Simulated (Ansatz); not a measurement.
Consider Rb2MoF4 (started from the K2NiF4 type) (I4/mmm).

The structure was built from a prototype and need not be the compound's stable phase.

The structure is tetragonal, space group I4/mmm (No. 139). The conventional cell has a = 4.278 Å, b = 4.278 Å, c = 14.183 Å, α = 90.00°, β = 90.00°, γ = 90.00°. Rb has 9 F at 2.84 to 3.03 Å nearest. Nearest to Mo lie 6 F at 2.14 to 2.19 Å. Nearest to F lie 2 Mo at 2.14 Å and 4 Rb at 2.97 Å. Nearest to F lie 1 Mo at 2.19 Å and 5 Rb at 2.84 to 3.03 Å. Farther neighbours and most contacts between anions are not listed.

```cif
data_structure
_symmetry_space_group_name_H-M 'P 1'
_symmetry_Int_Tables_number 1
_cell_length_a 7.7099
_cell_length_b 7.7099
_cell_length_c 7.7099
_cell_angle_alpha 147.787
_cell_angle_beta 147.787
_cell_angle_gamma 46.200
_cell_volume 129.78
loop_
_atom_site_label
_atom_site_type_symbol
_atom_site_fract_x
_atom_site_fract_y
_atom_site_fract_z
_atom_site_occupancy
Rb1 Rb 0.35464 0.35464 0.00000 1
Rb2 Rb 0.64536 0.64536 0.00000 1
Mo3 Mo 0.00000 0.00000 0.00000 1
F4 F 0.00000 0.50000 0.50000 1
F5 F 0.50000 0.00000 0.50000 1
F6 F 0.15447 0.15447 0.00000 1
F7 F 0.84553 0.84553 0.00000 1
```

The structure was relaxed with PBE. The structure type comes from a generator and need not be one that this composition takes. The structure was generated from a model, not taken from a measurement. The runs that relaxed it are not among those shown. The program's search for lower electronic states was switched off, so nothing shows that the state found is the lowest. PAW set soft_2, made with PBE.

A constrained-RPA run (Ansatz 0.2.0; non-magnetic PBE; Mo t2g, bands v2 to c1, 4×4×4 mesh, medium accuracy) builds 3 functions on bands 1.6 eV wide, with 4.0 electrons in the window. The bare on-site interaction is 13.1 eV and the bare J 0.52 eV.

Question: What U and J survive the screening?

On the Mo t2g shell, U = 5.30 eV (41 % of the bare value), U′ = 4.54 eV, J = 0.36 eV.

The parent state is non-magnetic and the interaction static (zero frequency); U depends on the window and the orbitals, so it belongs to this model alone.

[Paths, hosts, dates, memory and timing lines, banners, echoed tables and standing remarks are left out of the program output.]

[Logs are printed without paths, hosts, clocks, repeated set-up lines and the standing remarks that a program may print on its own settings, such as how far it seeks lower states.]

[Runs of the session that timed out or met a known fault of the program may be left out.]

[Hosts, paths, dates, database ids (printed as entryN), source tags and the programs' standing remarks are cut or masked in the printed files.]
